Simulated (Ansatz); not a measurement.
# BaMg2AsP (built on the sites of a database entry of BaMg2P2): from the cell to its phonons, part 2 of 3

The cell of BaMg2AsP (built on the sites of a database entry of BaMg2P2) is at rest. What are its phonons? After the zone centre comes a 3×3×2 q mesh on a 6×6×4 k mesh.

Ansatz 0.2.0; DFT LDA, scalar-relativistic, plane waves, PAW.

So far. Step 2 (Linear response at the zone centre): Before it was imposed, the acoustic sum rule was missed by 1.1e-4 eV/Å² and the charge sum rule by 0.0067 e. Small misses are needed for a sound result but don't prove that mesh and cutoff are converged. The lowest optical mode is real, 96.5 cm⁻¹.

The structure was built from a prototype and need not be the compound's stable phase.

### Step 3. Response at finite wavevector

Stability and thermal properties need the whole zone. Linear response on a 3×3×2 q mesh gives force constants as far as a supercell of that size would, and the tensors from the zone-centre run are typed in so that the long-range dipole term is interpolated apart.

Input file input.yaml:

```yaml
crystal:
  lattice:
    - [4.3584411462, -2.857e-06, 0.0]
    - [-2.1792180989, 3.774522182, 0.0]
    - [0.0, 0.0, 7.5005619047]
  atoms:
    - { symbol: Ba, position: [0.0, 0.0, 0.0043372039] }
    - { symbol: Mg, position: [0.6666666667, 0.3333333333, 0.3723536137] }
    - { symbol: Mg, position: [0.3333333333, 0.6666666667, 0.6203148749] }
    - { symbol: As, position: [0.6666666667, 0.3333333333, 0.7296768787] }
    - { symbol: P, position: [0.3333333333, 0.6666666667, 0.2733174288] }
kpoints:
  mp_grid: { grid: [6, 6, 4] }
hamiltonian:
  xc: lda
scf:
  occupations: { method: fixed }
output:
  eigenvalues: true
phonons:
  method: dfpt
  qmesh: [3, 3, 2]
  temperatures: { t_max: 1000, t_step: 50 }
  qpath:
    path:
      - [[0.0, 0.0, 0.0], [0.5, 0.0, 0.0], [0.33333333, 0.33333333, 0.0], [0.0, 0.0, 0.0], [0.0, 0.0, 0.5], [0.5, 0.0, 0.5], [0.33333333, 0.33333333, 0.5], [0.0, 0.0, 0.5]]
      - [[0.5, 0.0, 0.5], [0.5, 0.0, 0.0]]
      - [[0.33333333, 0.33333333, 0.5], [0.33333333, 0.33333333, 0.0]]
    npoints: 10
  non_analytic_term:
    high_frequency_dielectric_tensor: [[9.0881, 0.0, 0.0], [0.0, 9.0881, 0.0], [0.0, 0.0, 9.2932]]
    born_effective_charges:
      - { species: Ba, tensor: [[2.5125, 0.0, 0.0], [0.0, 2.5125, 0.0], [0.0, 0.0, 3.2097]] }
      - { species: Mg, tensor: [[1.7763, 0.0, 0.0], [0.0, 1.7763, 0.0], [0.0, 0.0, 1.7502]] }
      - { species: Mg, tensor: [[1.7427, 0.0, 0.0], [0.0, 1.7427, 0.0], [0.0, 0.0, 1.6284]] }
      - { species: As, tensor: [[-2.9661, 0.0, 0.0], [0.0, -2.9661, 0.0], [0.0, 0.0, -3.1876]] }
      - { species: P, tensor: [[-3.0655, 0.0, 0.0], [0.0, -3.0655, 0.0], [0.0, 0.0, -3.4007]] }
    source: "zone-centre run at this cell"
```

The run is started by

```
$ ansatz run input.yaml --threads 8 --pin off --max-ram 14336MiB --backend cpu --events-out ev --progress --plain --runs-dir out
```

Numbers of over 12 decimals in the logs are rounded to 6 here.

Output:

```text
Warning: phonons: the dynamical matrix that this run interpolates holds no multipole term above the dipole-dipole one, and a site of this crystal is no centre of inversion, so its interpolated transverse optical and acoustic branches and sound speeds can stay off near Gamma, and the density of states and the thermodynamics with them. What a run solves at a wave vector of phonons.qpoints, Gamma apart, where the deck admits one, is free of this, and under fd what a larger phonons.supercell samples
[...]
Crystal: 5 atoms, lattice volume = 123.392 Å³
Basis set: ecut = 420 eV, 2431 PW (Γ), exchange–correlation on 60×60×108 points (8 copies of the dense FFT grid, shifted against one another)
Bands: 30, of which v1, the nominal top of the filled ones, is band 25 counted from 1 (24 counted from 0)
Symmetry: 6 space group operations
k-points: 24 of 144 (time reversal used)
[...]
SCF iter   1: F=—  HF=-15087.358736 eV  |F-HF|=—  |Δ(HF+E_count)|=         —  Δρ=5.53e-3  dr2=3.12e-2  ethr=1.77e-3  ⟨swp⟩=5.0  Hψ=2696  notcnv=0  defer=65
[...]
SCF iter  11: F=-15087.343641 eV  HF=-15087.343641 eV  |F-HF|=0.00e0  |Δ(HF+E_count)|=    0.00e0  Δρ=2.50e-8  dr2=1.48e-12  ethr=1.00e-12  ⟨swp⟩=14.9  Hψ=5528  notcnv=0
SCF 1 converged in 11 iterations: F = -15087.343641 eV  dr2 = 1.48e-12
[...]
NSCF: frozen V_eff on 24 k-points
[...]
DFPT response loops at q = (0, 0, 0) (fractional): preconditioner auto → Resta (q_TF=auto, 2.347 Å⁻¹)  ε∞=7.8 (no band partly filled); β = 1.00, the filter's whole step (`scf.mixing.beta` (0.50) is not read by the response loops at its default; to damp them type it under 1.00, their step now; it binds the ground state too); Broyden in place of MSR1
[...]
SCF converged after 11 iterations
Free energy (F): -15087.343641 eV
[...]
Internal energy: -15087.343641 eV  (E = F + TS)
E sigma→0 (E₀):  -15087.343641 eV
Fermi energy:    6.980937 eV
[...]
--- Band table (eV; the first three rows and the last of 24) ---
  k-point 0: bands = [... 21 lower, 6.0289, 6.9377, 6.9809, 6.9809, 8.7358, 9.3767, 9.5824, 10.3248, ... 1 higher]
  k-point 1: bands = [... 21 lower, 6.1160, 6.1160, 6.8162, 6.8162, 9.1465, 9.6552, 9.9606, 10.1768, ... 1 higher]
  k-point 2: bands = [... 21 lower, 6.2636, 6.2636, 6.5979, 6.5979, 9.0684, 9.9840, 10.0620, 10.0620, ... 1 higher]
  k-point 23: bands = [... 21 lower, 4.7263, 5.0981, 5.6480, 5.7187, 9.5754, 9.6786, 11.0231, 11.4690, ... 1 higher]
--- Phonons (Γ-DFPT): 10 representative perturbations + reference (Σ response iterations 30) ---
  ASR residual: 3.043e-5 → 0.000e0 eV/Å²; symmetrization residual: 1.246e-5 eV/Å²
  ASR residual per site (eV/Å²): 1.10e-5 1.48e-5 1.93e-5 1.09e-5 3.04e-5
[...]
--- Phonons (arbitrary-q DFPT): 6 irreducible q on the 3×3×2 mesh ---
  q = [0.0000, 0.0000, 0.0000] (star 1, of the zone-centre solve; hermiticity 2.36e-6, symmetrization 9.93e-7): -0.00 -0.00 0.00 96.51 96.51 130.27 130.27 132.68 217.47 256.63 259.96 259.96 284.71 284.71 297.24
  q = [0.0000, 0.0000, -0.5000] (star 1, 10 solved perturbations in 500 linear systems a pass and spin channel, the states on 76 of 144 k-point pairs; hermiticity 7.19e-7, symmetrization 1.34e-6): 57.93 57.93 79.52 79.52 100.43 114.77 131.51 131.51 218.62 260.76 260.76 261.02 283.74 283.74 339.74
[...]
sum rule: each row above includes the acoustic sum rule's correction from the zone centre's row sums; it moved no ω² by more than (0.52 cm⁻¹)²
  mesh force constants: q→R imaginary residual 1.31e-16; ASR residual 3.043e-5 → 0.000e0 eV/Å²; symmetrization residual 6.217e-15 eV/Å²
  interpolated dispersion: 94 rows × 15 modes
  density of states and harmonic sums: on the 18×18×8 q-mesh, interpolated from the force constants of a 3×3×2 supercell (with the dipole–dipole term of supplied tensors)
  largest difference from the sums on the solved wave vectors: F 4.37e-2 eV, S 5.79e-5 and C_V 1.42e-5 eV/K
  zero-point energy: 0.172817 eV/cell   skipped modes (ω ≤ 0): 3   left out of the sums: 7.72e-5 of the cell's modes: C_V's classical limit lies that fraction below 3 k_B per atom; for a crystal, a wire or a layer, F and S can be off by more, and a phonons.interpolated_qmesh denser along its periods is the remedy for the sampling
```

Wall time 2.8 min (8 threads of Intel Xeon 6975P-C (Granite Rapids), shared host); peak memory 1.7 GiB.

This step gave:

| Item | Value |
| --- | --- |
| sum-rule residual before enforcement | 3.04e-5 eV/Å² |
| lowest frequency on the path | 0 cm⁻¹ |
| highest frequency on the path or at a solved wavevector | 339.7 cm⁻¹ |
| mean frequency | 185.9 cm⁻¹ |
| Debye temperature (second moment) | 377 K |
| logarithmic mean frequency | 165.3 cm⁻¹ |
| lowest mode on the q mesh (acoustic modes at Γ apart) | 57.93 cm⁻¹ |
| zero-point energy per atom | 34.56 meV |
| heat capacity at 300 K | 23.11 J/(mol atoms K) |
| vibrational entropy at 300 K | 31.69 J/(mol atoms K) |

Frequencies (cm⁻¹) solved at each irreducible wavevector; negative means imaginary. Frequencies by wavevector, by row:

```tsv
q in reciprocal lattice units	star	mode 1	mode 2	mode 3	mode 4	mode 13	mode 14	mode 15
0 0 0	1	0	0	0	96.5	284.7	284.7	297.2
0 0 -0.5	1	57.9	57.9	79.5	79.5	283.7	283.7	339.7
0 0.3333 0	6	67.5	75.2	98.2	101.5	274.7	294.2	316.1
0 0.3333 -0.5	6	71	75.2	81	96.5	274.7	293.7	322
0.3333 0.3333 0	2	81.9	92	94.5	122.2	279.2	290.8	294.2
0.3333 0.3333 -0.5	2	81.2	90	94.8	127.6	277.5	294.7	298.1
```

Interpolated from a 3×3×2 q mesh, with the LO-TO term (at Γ the limit along the path; where Γ stands inside the path, tables give the limit on arrival). The phonon branches at the labelled points (cm⁻¹):

```tsv
point	branch 1	branch 2	branch 3	branch 4	branch 12	branch 13	branch 14	branch 15
Γ	0	0	0	96	273	285	297	322
halfway	54	64	89	100	265	278	296	320
M	79	80	102	103	256	270	287	310
halfway	81	84	99	113	252	276	288	303
K	82	92	94	122	253	279	291	294
halfway	60	73	93	104	263	278	298	315
Γ	0	0	0	96	273	285	297	322
halfway	36	36	56	90	260	284	284	339
A	58	58	80	80	261	284	284	340
halfway	67	68	79	92	266	278	297	326
L	75	76	92	101	258	270	286	316
halfway	78	83	93	112	254	275	289	309
H	81	90	95	128	256	278	295	298
halfway	70	74	78	98	262	277	299	321
A	58	58	80	80	261	284	284	340
jump to L	75	76	92	101	258	270	286	316
halfway	77	78	97	102	257	270	286	313
M	79	80	102	103	256	270	287	310
jump to H	81	90	95	128	256	278	295	298
halfway	82	91	95	125	254	278	293	296
K	82	92	94	122	253	279	291	294
```

Tetrahedra on a 18×18×8 mesh, mean over bins of 5 cm-1. Interpolated from a 3×3×2 q mesh. Table of phonon density of states by wavenumber; read off at these points:

```tsv
wavenumber (cm⁻¹)	phonon density of states (1/cm⁻¹/cell)
2	2.0e-5
18	0.00105
32	0.00448
52	0.0172
68	0.0362
78	0.134
82	0.104
98	0.0949
118	0.0287
132	0.0728
138	0.0980
148	0.0798
162	0.0379
182	0.0234
198	0.0751
212	0.0939
228	0.0532
248	0.0836
252	0.125
262	0.0387
278	0.108
292	0.0765
312	0.0459
328	0.0156
342	0
```

The partial phonon density of states has structure finer than the step of the table below, so its rows give means over 10 cm⁻¹, whole bins alone (the curve runs from -10 to 360 cm⁻¹). Peaks (cm⁻¹: height): As 101.7: 0.0276, 136.6: 0.0519, 148.2: 0.0445, 199.4: 0.0147; Ba 78.4: 0.115; Mg 215.6: 0.0453, 252.9: 0.0738, 276.1: 0.0565, 294.7: 0.0591; P 211.0: 0.0307, 255.2: 0.0401, 276.1: 0.0397, 294.7: 0.0180.

Phonopy on the run's constants, 15x15x7 mesh, Gaussian sigma 2.6 cm-1. Interpolated from a 3×3×2 q mesh. Table of partial phonon density of states by wavenumber; means over each step; values in 1/cm⁻¹/cell:

```tsv
wavenumber (cm⁻¹)	As	Ba	Mg	P
0	4.3e-5	8.0e-5	3.0e-5	2.0e-5
10	5.6e-5	1.0e-4	3.2e-5	2.1e-5
20	4.8e-4	9.2e-4	3.0e-4	1.9e-4
30	9.5e-4	0.00193	5.8e-4	3.6e-4
40	0.00186	0.00415	0.00107	6.5e-4
50	0.00323	0.00852	0.00174	0.00102
60	0.00529	0.0177	0.00253	0.00143
70	0.00730	0.0391	0.00300	0.00164
80	0.0105	0.0927	0.00426	0.00193
90	0.0133	0.0511	0.00581	0.00209
100	0.0253	0.0361	0.0124	0.00278
110	0.0186	0.00703	0.00955	0.00182
120	0.0181	0.00665	0.00772	0.00255
130	0.0347	0.0147	0.0113	0.00765
140	0.0390	0.00888	0.0119	0.00916
150	0.0381	0.00303	0.0140	0.0107
160	0.0122	9.7e-4	0.0134	0.0118
170	0.00633	4.2e-4	0.0124	0.00988
180	0.00462	2.4e-4	0.0114	0.00700
190	0.00481	2.0e-4	0.0149	0.00612
200	0.0112	4.3e-4	0.0252	0.0115
210	0.00850	0.00102	0.0302	0.0254
220	0.00404	0.00108	0.0406	0.0207
230	0.00229	7.3e-4	0.0265	0.00883
240	0.00239	2.7e-4	0.0178	0.00794
250	0.0109	4.9e-4	0.0576	0.0275
260	0.00712	3.3e-4	0.0440	0.0258
270	0.00249	2.0e-4	0.0372	0.0196
280	0.00116	1.6e-4	0.0381	0.0253
290	0.00139	2.3e-4	0.0441	0.0138
300	0.00186	2.7e-4	0.0413	0.0121
310	6.1e-4	1.6e-4	0.0277	0.00781
320	8.9e-4	2.1e-4	0.0229	0.00986
330	4.7e-4	6.4e-5	0.00737	0.00415
340	7.8e-5	5.9e-6	0.00113	8.0e-4
350	4.5e-7	0	9.0e-6	6.1e-6
```

Harmonic thermodynamic functions per atom, from the density of states. Interpolated from a 3×3×2 q mesh. Thermodynamic functions, by row:

```tsv
T (K)	F_vib (meV/atom)	S (J/mol-atom/K)	C_V (J/mol-atom/K)
0	34.56	0	0
50	34.11	3.028	6.325
100	30.74	10.1	14.43
200	13.41	22.68	21.15
300	-15.01	31.69	23.11
400	-51.51	38.46	23.88
500	-94.25	43.83	24.25
600	-142.1	48.27	24.46
700	-194.1	52.05	24.59
800	-249.8	55.34	24.67
900	-308.7	58.25	24.73
1000	-370.4	60.86	24.77
```

Harmonic mean-square displacement, third of the trace. Interpolated from a 3×3×2 q mesh. Mean square displacements, by row:

```tsv
T (K)	Ba1 U_eq (Å²)	Mg2 U_eq (Å²)	Mg3 U_eq (Å²)	As4 U_eq (Å²)	P5 U_eq (Å²)
0	0.0015	0.00342	0.00335	0.00181	0.00271
100	0.00314	0.00443	0.00442	0.003	0.00357
300	0.00867	0.00958	0.00959	0.00769	0.00777
600	0.01719	0.01836	0.01838	0.01511	0.01491
```

Symmetry leaves 6 wavevectors to solve. The lowest mode among them, the acoustic zeros apart, lies at q = (0, 0, -0.5) and is real, 57.9 cm⁻¹.

(Part 2 of 3 ends here.)

[Logs are printed without paths, hosts, clocks, repeated set-up lines and the standing remarks that a program may print on its own settings, such as how far it seeks lower states.]

[Hosts, paths, dates, database ids (printed as entryN), source tags and the programs' standing remarks are cut or masked in the printed files.]
